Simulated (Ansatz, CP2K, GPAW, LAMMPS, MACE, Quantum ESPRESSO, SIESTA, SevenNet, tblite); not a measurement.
**GPAW on liquid Ge at 2600 K (66 atoms): settings against a plane-wave reference**

How do the settings of GPAW change the result for liquid Ge at 2600 K (66 atoms)? A plane-wave run serves as the yardstick.

Main program and level: GPAW 26.7.0; the method is named at each step.

## 1. Starting point

The cell holds 66 atoms: 66 Ge. Its edges and angles: a = 11.473 Å, b = 11.473 Å, c = 11.473 Å, α = 90.0°, β = 90.0°, γ = 90.0°. 66 atoms (66 Ge) placed at random at 5.27 g/cm³, melted at 3500 K for 10 ps at fixed volume with the Tersoff potential (Tersoff, Phys. Rev. B 39, 5566 (1989)). Snapshot at the end of a hold of 5 ps at 2600 K and fixed volume.

The yardstick, on the same geometry:

* method: Kohn-Sham DFT, PBE, SSSP efficiency 1.3.0 pseudopotentials, plane waves (Quantum ESPRESSO 7.5); sssp-pbe-1.3.0-efficiency, cutoffs 45/360 Ry, Γ point
* r.m.s. force component: 0.8985 eV/Å
* longest force: 3.647 eV/Å
* pressure: 4.464 GPa
* time: 4.2 min on 4 MPI ranks of Arm Neoverse V1, shared host
* CPU time: 17 min

## 2. PBE, LCAO dzp, h 0.2 Å

Method: Kohn-Sham DFT, PBE, PAW, atomic orbitals (dzp).

File run.py:

```python
import numpy as np
from ase.io import read
from gpaw import GPAW, FermiDirac

atoms = read("structure.xyz")
atoms.calc = GPAW(
    mode="lcao",
    basis="dzp",
    h=0.2,
    xc="PBE",
    kpts={"size": (1, 1, 1), "gamma": True},
    occupations=FermiDirac(0.05),
    maxiter=200,
    symmetry={"point_group": False},
    txt="gpaw.txt",
)
energy = atoms.get_potential_energy(force_consistent=True)
forces = atoms.get_forces()
print(f"energy {energy:.6f} eV")
print("forces (eV/A)")
for i, (a, f) in enumerate(zip(atoms, forces)):
    print(f"{i:4d} {a.symbol:2s} {f[0]:10.5f} {f[1]:10.5f} {f[2]:10.5f}")
print(f"Fermi level {atoms.calc.get_fermi_level():.4f} eV")
for k in range(len(atoms.calc.get_ibz_k_points())):
    for s in range(atoms.calc.get_number_of_spins()):
        e = atoms.calc.get_eigenvalues(kpt=k, spin=s)
        n = np.searchsorted(e, atoms.calc.get_fermi_level())
        print(f"k {k} spin {s} levels about the Fermi level:", np.round(e[max(n - 6, 0):n], 4).tolist(), "|", np.round(e[n:n + 6], 4).tolist())
```

File structure.xyz:

```xyz
66
Lattice="11.47290 0.00000 0.00000 0.00000 11.47290 0.00000 0.00000 0.00000 11.47290" Properties=species:S:1:pos:R:3 pbc="T T T"
Ge 0.44297 8.53354 11.40624
Ge 3.05420 0.62952 5.06207
Ge 1.34841 6.84680 1.32994
Ge 7.21014 7.37111 5.58420
Ge 0.16842 4.64939 1.50708
Ge 8.57003 2.10826 0.97829
Ge 5.98885 5.29210 1.07593
Ge 3.57909 4.12038 4.01356
Ge 5.18655 6.50640 7.59655
Ge 1.17781 3.60272 4.78844
Ge 1.73218 5.69549 6.11838
Ge 5.20548 9.80726 7.47689
Ge 6.58051 9.73980 5.35693
Ge 4.53443 2.08290 3.18098
Ge 10.07022 11.26077 4.04856
Ge 0.38755 10.71248 1.41472
Ge 6.33694 1.76797 7.52129
Ge 4.13403 7.98743 3.94243
Ge 10.36978 7.64875 10.01951
Ge 5.83420 11.20914 9.45023
Ge 7.12708 5.32756 8.12924
Ge 3.96687 2.06352 7.15725
Ge 4.21996 4.30762 8.77298
Ge 6.92390 4.51780 4.56966
Ge 1.90255 9.09686 9.67636
Ge 4.33010 8.16813 9.33779
Ge 9.74669 3.04514 8.51094
Ge 6.90531 7.66711 1.28680
Ge 6.30551 3.90801 10.57560
Ge 7.75924 0.49574 5.65167
Ge 9.83319 9.58297 2.33634
Ge 1.10404 8.90951 7.37845
Ge 9.33860 11.06240 7.64015
Ge 1.97609 3.80292 9.71479
Ge 3.61178 6.05586 1.99032
Ge 8.48949 9.05453 9.04592
Ge 10.52822 3.96894 3.61385
Ge 9.18165 7.05962 1.70028
Ge 1.93433 1.56215 8.67214
Ge 1.69133 8.44991 3.50325
Ge 3.61305 1.95028 0.50148
Ge 9.61773 5.78991 11.41129
Ge 0.04991 4.46456 7.94556
Ge 3.10732 0.16659 10.11933
Ge 7.98216 3.87382 6.76740
Ge 10.79107 0.97015 9.18383
Ge 1.27177 2.81751 0.31000
Ge 3.82105 10.95628 1.59863
Ge 6.73425 2.09139 3.89987
Ge 11.40360 7.02428 4.73418
Ge 8.69852 3.75887 10.40741
Ge 5.86896 9.63506 2.69877
Ge 5.95042 1.59657 11.39511
Ge 11.14627 7.06822 7.66722
Ge 6.46578 9.02917 10.50103
Ge 10.77236 1.23058 0.28992
[... 6 atom lines left out ...]
Ge 8.84893 7.04987 7.37535
Ge 7.99845 10.97383 1.65738
Ge 9.19771 2.05950 3.46837
Ge 1.97862 10.98565 3.13692
```

Started as:

```console
$ OMP_NUM_THREADS=1 python run.py > output.txt
```

Log:

```text
energy -257.379721 eV
forces (eV/A)
   0 Ge    0.82118    1.45304    2.14929
   1 Ge    0.64225    0.12127    0.31111
   2 Ge    0.50303   -0.31656    1.39959
   3 Ge    0.69998    0.83223   -0.21310
   4 Ge   -0.64000    1.06655   -0.71479
   5 Ge   -0.21749    0.22761    0.18965
   6 Ge   -0.40477    0.38996    0.90766
   7 Ge   -0.50282    0.99273   -0.24688
   8 Ge   -1.64035    0.43907    0.17608
   9 Ge    0.36576   -0.61815    0.34755
  10 Ge    0.06681   -0.08205    0.41330
  11 Ge   -0.27124   -0.36981   -0.18872
  12 Ge   -0.05137    0.19403   -0.34719
  13 Ge   -1.57099   -1.17266   -1.28664
  14 Ge   -0.31955    0.15438    0.70444
  15 Ge   -1.25457   -0.21299   -1.11616
  16 Ge    1.13381   -0.38617   -0.08961
  17 Ge    0.22169    0.24964   -0.08780
  18 Ge   -1.65945   -0.68889   -0.99041
  19 Ge   -0.67371    1.81921    0.39854
  20 Ge    0.43578    1.92042    3.48533
  21 Ge   -0.45679    0.85033   -0.18927
  22 Ge    0.55458   -0.59738   -0.11693
  23 Ge    0.91070   -0.85673   -0.64222
[...]
58 Ge   -1.27920    0.18371    0.01234
  59 Ge    0.01280    0.21515   -0.27104
  60 Ge    0.37345   -0.08082    1.77051
  61 Ge    0.30465    1.87395   -0.84030
  62 Ge   -1.66100    0.71058    0.43730
  63 Ge   -1.21126    0.30069   -0.35590
  64 Ge   -1.07527   -0.83815   -2.09778
  65 Ge   -0.41205   -0.36173    0.74978
Fermi level 5.6701 eV
k 0 spin 0 levels about the Fermi level: [5.3659, 5.3933, 5.4735, 5.5242, 5.5582, 5.6359] | [5.6952, 5.7718, 5.9027, 5.9301, 6.0264, 6.0999]
```

gpaw.txt:

```text
Input parameters:
  mode=LCAO(),
  basis={'default': 'dzp'},
  h=0.2,
  kpts=MonkhorstPack(size=(1, 1, 1), gamma=True),
  maxiter=200,
  occupations=Occupations(name='fermi-dirac', width=0.05, fixmagmom=False),
  symmetry=Symmetry(point_group=False),
  xc=XC(name='PBE')
Unit cell  # Å
| periodic |         x |         y |         z |   lengths |    angles |
|----------|-----------|-----------|-----------|-----------|-----------|
|      yes | 11.472900 |  0.000000 |  0.000000 | 11.472900 | 90.000000 |
|      yes |  0.000000 | 11.472900 |  0.000000 | 11.472900 | 90.000000 |
|      yes |  0.000000 |  0.000000 | 11.472900 | 11.472900 | 90.000000 |
Number of symmetries: 1
Symmetry operations  # r_c * U_cc + t_c -> r_c
|   | kind |            matrix            |
|---|------|------------------------------|
| 0 |  E   |  1, 0, 0,  0, 1, 0,  0, 0, 1 |
BZ-sampling:
  Number of BZ points: 1
  Number of IBZ points: 1
  Monkhorst-Pack size: [1, 1, 1]
  Monkhorst-Pack shift: [0, 0, 0]
[... lines left out ...]
  Fermi-Dirac:
[... lines left out ...]
xc functional:
  name: PBE with 2 nearest neighbor stencil
interpolation: tri-quintic # 5. degree polynomial
Initialization done in: 12.241 s
convergence criteria:
- Maximum [total energy] change in last 3 cyles: 0.0005 eV / valence electron
- Maximum integral of absolute [dens]ity change: 0.0001 electrons / valence electron
- Maximum integral of absolute [eigenst]ate change: 4e-08 eV^2 / valence electron
maximum number of iterations: 200
SCF iterations
|iter     |      energy | eigst |  dens |
|---------|-------------|-------|-------|
|iter:   1| -258.004511 |      c|       |
|iter:   2| -257.847910 |      c| -1.13 |
|iter:   3| -263.196945 |      c| -1.15 |
|iter:   4| -265.365871 |      c| -1.19 |
|iter:   5| -257.658918 |      c| -1.10 |
|iter:   6| -257.451937 |      c| -1.73 |
|iter:   7| -257.290553 |      c| -1.88 |
|iter:   8| -257.279520 |      c| -2.24 |
|iter:   9| -257.271856c|      c| -2.37 |
|iter:  10| -257.260271c|      c| -2.48 |
|iter:  11| -257.261781c|      c| -2.86 |
[...]
|iter:  15| -257.258939c|      c| -3.92 |
|iter:  16| -257.258945c|      c| -3.88 |
|iter:  17| -257.258965c|      c| -4.36c|
Converged in 17 steps
SCF loop duration: 214.523 s (12.619 s/step)
Energy contributions relative to reference atoms: (reference = -3768444.098265)
Energy contributions:
  Kinetic:        1059.763232
  Coulomb:        -948.934719
  Zero:              0.397128
  External:          0.000000
  Xc:             -368.363849
  Entropy:          -0.241513
  Spinorbit:         0.000000
  ----------------------------
  Free energy:    -257.379721
  Extrapolated:   -257.258965
dipole moment: (-55.416503, 70.854983, 41.648988)  # |e|*Ang
Fermi level: 5.670
Eigenvalues  # (at kpt = [0.000, 0.000, 0.000])
| band index |      eig [eV] | occ [0-2] |
|------------|---------------|-----------|
|          0 |        -7.209 |     2.000 |
|        ... |               |           |
|        124 |         5.198 |     2.000 |
|        125 |         5.254 |     2.000 |
[...]
|        139 |         6.265 |     0.000 |
|        ... |               |           |
|        162 |         7.813 |     0.000 |
Gap: 0.059 eV
Transition (v -> c):
  (s=0, k=0, n=131, [0.00, 0.00, 0.00]) -> (s=0, k=0, n=132, [0.00, 0.00, 0.00])
No difference between direct/indirect transitions
Force computation time: 29.921  # s
timing:  # [seconds]
  Total:  256.717  # ━━━━━━━━━━━━━━━━━━━━━━━━━━━━━━━━━━━━━━━━━━━━━━━━━━━━━━━━
  Init:    12.240  # ━━╸
  SCF:    214.523  # ━━━━━━━━━━━━━━━━━━━━━━━━━━━━━━━━━━━━━━━━━━━━━━━
  Forces:  29.921  # ━━━━━━╸
```

Run time: 4.3 min. Hardware: 1 thread of Arm Neoverse V1, shared host; peak memory 1.4 GiB.

Banners, paths, timers and routine set-up lines are dropped from the logs unmarked, and long logs keep their key lines alone; longer cuts are marked.

Numbers from this run, and their distance from the reference:

| Quantity | Value |
| --- | --- |
| r.m.s. force component | 0.985 eV/Å |
| r.m.s. difference of force components | 101.5 meV/Å |
| longest difference of force vectors | 362.2 meV/Å |
| force difference over r.m.s. force | 11.29 % |
| slope of forces against the reference's | 1.095 |
| correlation of force components | 0.9984 |

A closer look about Ge64, which has 3 bonded neighbours where the commonest count for Ge is 4: 11 atoms, nearest first, numbered in the order of the input, with positions taken from that point.

| atom | x | y | z | distance (Å) | bonds | Fx | Fy | Fz (eV/Å) |
| --- | --- | --- | --- | --- | --- | --- | --- | --- |
| Ge64 | 0.00 | 0.00 | 0.00 | 0.00 | 3 | -1.21 | 0.30 | -0.36 |
| Ge31 | 1.83 | -1.39 | 0.68 | 2.40 | 4 | 0.50 | -1.59 | -0.60 |
| Ge52 | -2.13 | -1.34 | 1.04 | 2.72 | 5 | -0.20 | 0.01 | 0.03 |
| Ge6 | 0.57 | 2.61 | -0.68 | 2.75 | 5 | -0.22 | 0.23 | 0.19 |
| Ge15 | 2.07 | 0.29 | 2.39 | 3.18 | 4 | -0.32 | 0.15 | 0.70 |
| Ge65 | 1.20 | 2.56 | 1.81 | 3.36 | 5 | -1.08 | -0.84 | -2.10 |
| Ge53 | -2.05 | 2.10 | -1.74 | 3.41 | 4 | 0.56 | -0.89 | -0.75 |
| Ge28 | -1.09 | -3.31 | -0.37 | 3.50 | 4 | -0.97 | 0.68 | -0.51 |
| Ge56 | 2.77 | 1.73 | -1.37 | 3.54 | 4 | 0.56 | -0.57 | -0.98 |
| Ge55 | -1.53 | -1.94 | -2.63 | 3.61 | 4 | 0.29 | -0.71 | 1.03 |
| Ge49 | -1.26 | 2.59 | 2.24 | 3.65 | 4 | 1.29 | 0.02 | 0.71 |

Atoms are counted from 1 here, from 0 in the log.

Forces lie 11 % from the reference's, at 0.26 times its CPU time (on 1 against 4 cores).

## 3. PBE, LCAO sz(dzp), h 0.2 Å

Method: Kohn-Sham DFT, PBE, PAW, atomic orbitals (sz(dzp)).

Edit run.py of step 2 so:

```diff
@@ -7,3 +7,3 @@
     mode="lcao",
-    basis="dzp",
+    basis="sz(dzp)",
     h=0.2,
```

structure.xyz is that of step 2.

Log:

```text
energy -238.945232 eV
forces (eV/A)
   0 Ge    0.75745    1.81711    2.57694
   1 Ge    1.03831    0.11836    0.31072
   2 Ge    0.38182   -0.20836    1.53319
   3 Ge    1.02044    1.14536   -0.40353
   4 Ge   -0.84417    1.16227   -0.78937
   5 Ge   -0.32579    0.40044    0.19465
[...]
63 Ge   -1.70225    0.43176   -0.62501
  64 Ge   -1.15580   -0.80105   -2.63558
  65 Ge   -0.65656   -0.32600    0.98925
Fermi level 5.6924 eV
k 0 spin 0 levels about the Fermi level: [5.3427, 5.3938, 5.4569, 5.5251, 5.5711, 5.6569] | [5.7228, 5.806, 5.9324, 5.9886, 6.0705, 6.1421]
```

gpaw.txt:

```text
Input parameters:
  mode=LCAO(),
  basis={'default': 'sz(dzp)'},
  h=0.2,
  kpts=MonkhorstPack(size=(1, 1, 1), gamma=True),
  maxiter=200,
  occupations=Occupations(name='fermi-dirac', width=0.05, fixmagmom=False),
[... lines left out ...]
  Fermi-Dirac:
[... lines left out ...]
convergence criteria:
- Maximum [total energy] change in last 3 cyles: 0.0005 eV / valence electron
[... lines left out ...]
Converged in 15 steps
[... lines left out ...]
  Free energy:    -238.945232
[... lines left out ...]
Fermi level: 5.692
[... lines left out ...]
|        ... |               |           |
|        162 |         8.066 |     0.000 |
Gap: 0.066 eV
Transition (v -> c):
  (s=0, k=0, n=131, [0.00, 0.00, 0.00]) -> (s=0, k=0, n=132, [0.00, 0.00, 0.00])
No difference between direct/indirect transitions
Force computation time: 5.336  # s
timing:  # [seconds]
  Total:  68.206  # ━━━━━━━━━━━━━━━━━━━━━━━━━━━━━━━━━━━━━━━━━━━━━━━━━━━━━━━━━
  Init:    8.943  # ━━━━━━━╸
  SCF:    53.899  # ━━━━━━━━━━━━━━━━━━━━━━━━━━━━━━━━━━━━━━━━━━━━━
  Forces:  5.336  # ━━━━╸
```

It took 70 s on 1 thread; peak memory 1 GiB.

Numbers from this run, and their distance from the reference:

```yaml
r_m_s_force_component: 1.188 eV/Å
r_m_s_difference_of_force_components: 334.7 meV/Å
longest_difference_of_force_vectors: 1099 meV/Å
force_difference_over_r_m_s_force: 37.25 %
slope_of_forces_against_the_reference_s: 1.305
correlation_of_force_components: 0.9869
```

This is a coarse setting, run to see what it loses.

Against the first run (11 %), the force difference from the reference is 37 %, at 0.27 times the CPU time, with 264 basis functions against 858: the smaller basis costs accuracy.

## 4. PBE, LCAO dzp, h 0.2 Å, other mixer settings

Method: Kohn-Sham DFT, PBE, PAW, atomic orbitals (dzp).

Edit run.py of step 3 so:

```diff
@@ -2,3 +2,3 @@
 from ase.io import read
-from gpaw import GPAW, FermiDirac
+from gpaw import GPAW, FermiDirac, Mixer
 
@@ -7,3 +7,3 @@
     mode="lcao",
-    basis="sz(dzp)",
+    basis="dzp",
     h=0.2,
@@ -12,2 +12,3 @@
     occupations=FermiDirac(0.05),
+    mixer=Mixer(0.03, 7, 100),
     maxiter=200,
```

structure.xyz is that of step 3.

Log:

```text
energy -257.379721 eV
forces (eV/A)
   0 Ge    0.81852    1.45238    2.14884
   1 Ge    0.64139    0.12008    0.30821
   2 Ge    0.50003   -0.31604    1.39649
   3 Ge    0.70146    0.83105   -0.21321
   4 Ge   -0.64063    1.06688   -0.71392
   5 Ge   -0.21639    0.22644    0.18916
   6 Ge   -0.39984    0.38929    0.90619
   7 Ge   -0.50299    0.99322   -0.24533
   8 Ge   -1.63793    0.44128    0.17299
   9 Ge    0.36668   -0.61806    0.34632
  10 Ge    0.06509   -0.08104    0.41172
  11 Ge   -0.27070   -0.37321   -0.18816
[...]
61 Ge    0.30329    1.87485   -0.83826
  62 Ge   -1.66001    0.70742    0.43749
  63 Ge   -1.20738    0.30031   -0.35729
  64 Ge   -1.07383   -0.84010   -2.09998
  65 Ge   -0.41442   -0.36128    0.74900
Fermi level 5.6700 eV
k 0 spin 0 levels about the Fermi level: [5.3658, 5.3932, 5.4734, 5.5241, 5.5581, 5.6357] | [5.6951, 5.7717, 5.9026, 5.93, 6.0263, 6.0998]
```

gpaw.txt:

```text
Input parameters:
  mode=LCAO(),
  basis={'default': 'dzp'},
  h=0.2,
  kpts=MonkhorstPack(size=(1, 1, 1), gamma=True),
  maxiter=200,
  mixer=Pulay(name='pulay', nmaxold=7, beta=0.03, weight=100, sigma=0.015, g_ss=None),
  occupations=Occupations(name='fermi-dirac', width=0.05, fixmagmom=False),
[... lines left out ...]
  Fermi-Dirac:
[... lines left out ...]
convergence criteria:
- Maximum [total energy] change in last 3 cyles: 0.0005 eV / valence electron
[... lines left out ...]
Converged in 21 steps
[... lines left out ...]
  Free energy:    -257.379721
[... lines left out ...]
Fermi level: 5.670
[... lines left out ...]
|          0 |        -7.209 |     2.000 |
|        ... |               |           |
|        124 |         5.198 |     2.000 |
|        125 |         5.254 |     2.000 |
[...]
|        139 |         6.265 |     0.000 |
|        ... |               |           |
|        162 |         7.813 |     0.000 |
Gap: 0.059 eV
Transition (v -> c):
  (s=0, k=0, n=131, [0.00, 0.00, 0.00]) -> (s=0, k=0, n=132, [0.00, 0.00, 0.00])
No difference between direct/indirect transitions
Force computation time: 28.827  # s
timing:  # [seconds]
  Total:  308.738  # ━━━━━━━━━━━━━━━━━━━━━━━━━━━━━━━━━━━━━━━━━━━━━━━━━━━━━━━━
  Init:    11.053  # ━━
  SCF:    268.820  # ━━━━━━━━━━━━━━━━━━━━━━━━━━━━━━━━━━━━━━━━━━━━━━━━━
  Forces:  28.827  # ━━━━━
```

Elapsed: 5.2 min, on 1 thread; peak memory 1.3 GiB.

Numbers from this run, and their distance from the reference:

| Item | Value |
| --- | --- |
| r.m.s. force component | 0.9847 eV/Å |
| r.m.s. difference of force components | 101.4 meV/Å |
| longest difference of force vectors | 363.9 meV/Å |
| force difference over r.m.s. force | 11.29 % |
| slope of forces against the reference's | 1.094 |
| correlation of force components | 0.9984 |
| energy less the same-level run's | 0 meV/atom |
| r.m.s. force difference from the same-level run | 1.538 meV/Å |

Against the first run (11 %), the force difference from the reference is 11 %, at 1.2 times the CPU time: another solver or mixer reaches the same state.

## 5. Side by side

Differences are against the plane-wave reference, forces as r.m.s. over components; share is that over the reference's r.m.s. force, slope the least-squares factor from reference forces to these. Total energies of different programs have different zeros and aren't compared.

| run | Δ force, r.m.s. (meV/Å) | share (%) | slope | cores | CPU time | memory (GiB) |
| --- | --- | --- | --- | --- | --- | --- |
| reference | - | - | - | 4 | 17 min | 4.6 |
| GPAW PBE, LCAO dzp, h 0.2 Å | 101 | 11.3 | 1.095 | 1 | 4.3 min | 1.4 |
| GPAW PBE, LCAO sz(dzp), h 0.2 Å (coarse) | 335 | 37.3 | 1.305 | 1 | 70 s | 1.0 |
| GPAW PBE, LCAO dzp, h 0.2 Å, other mixer settings | 101 | 11.3 | 1.094 | 1 | 5.2 min | 1.3 |

Rows marked coarse were listed beforehand as settings not expected to be converged; some can still land near the reference.

CPU time is summed over cores on a shared host, where runs went side by side, so it is rough. Symmetry, cutoffs, thresholds, outputs and thread counts weren't matched or tuned between programs; memory under MPI is the largest rank's times the ranks.

Within one program, basis, potentials and functional, energies share a zero. Each run against its twin at the usual cutoff or grid and solver:

| run | twin | Δ energy (meV/atom) | Δ force, r.m.s. (meV/Å) | CPU time over the twin's |
| --- | --- | --- | --- | --- |
| GPAW PBE, LCAO dzp, h 0.2 Å, other mixer settings | LCAO dzp, h 0.2 Å | 0 | 1.54 | 1.2 |

## 6. Results

* nearest in forces: a tie at 11 % of 2 runs: GPAW PBE, LCAO dzp, h 0.2 Å; GPAW PBE, LCAO dzp, h 0.2 Å, other mixer settings

The PBE runs in local orbitals, coarse settings apart, differ by 11 % in each run; basis, grid and potentials can all enter. Runs with settings chosen to be coarse differ by 37 % (GPAW PBE, LCAO sz(dzp), h 0.2 Å), their programs' other errors included. Of the electronic-structure runs that take under half the reference's CPU time, GPAW PBE, LCAO dzp, h 0.2 Å, other mixer settings is among the nearest, at 11 % in 5.2 min against 17 min. GPAW PBE, LCAO sz(dzp), h 0.2 Å stiffens the forces by a factor of 1.31 while following their directions (correlation 0.987); the slopes of the 3 GPAW runs lie between 1.09 and 1.31. The potentials hold different valence shells: 924 electrons in the reference, 264 in GPAW; this bears on time and differences. GPAW's setups keep the filled d shell of Ge in the core. The frame stands for 2600 K, but pressures are static and levels are smeared at 580 K, under the temperature of the frame, which matters where levels are partly filled. The network of bonds at the start is that of the classical potential that made the cell, and needn't be the one that DFT or experiment would give. The electronic-structure runs sample only Γ, in a cell whose shortest periodic width is 11 Å, which is coarse for a cell with partly filled levels.

[Also dropped from logs without a mark: logging warnings of Python, and SIESTA's first energy breakdown and zero terms.]

[Logs are printed without paths, hosts, clocks, repeated set-up lines and the standing remarks that a program may print on its own settings, such as how far it seeks lower states.]

[Hosts, paths, dates, database ids (printed as entryN), source tags and the programs' standing remarks are cut or masked in the printed files.]
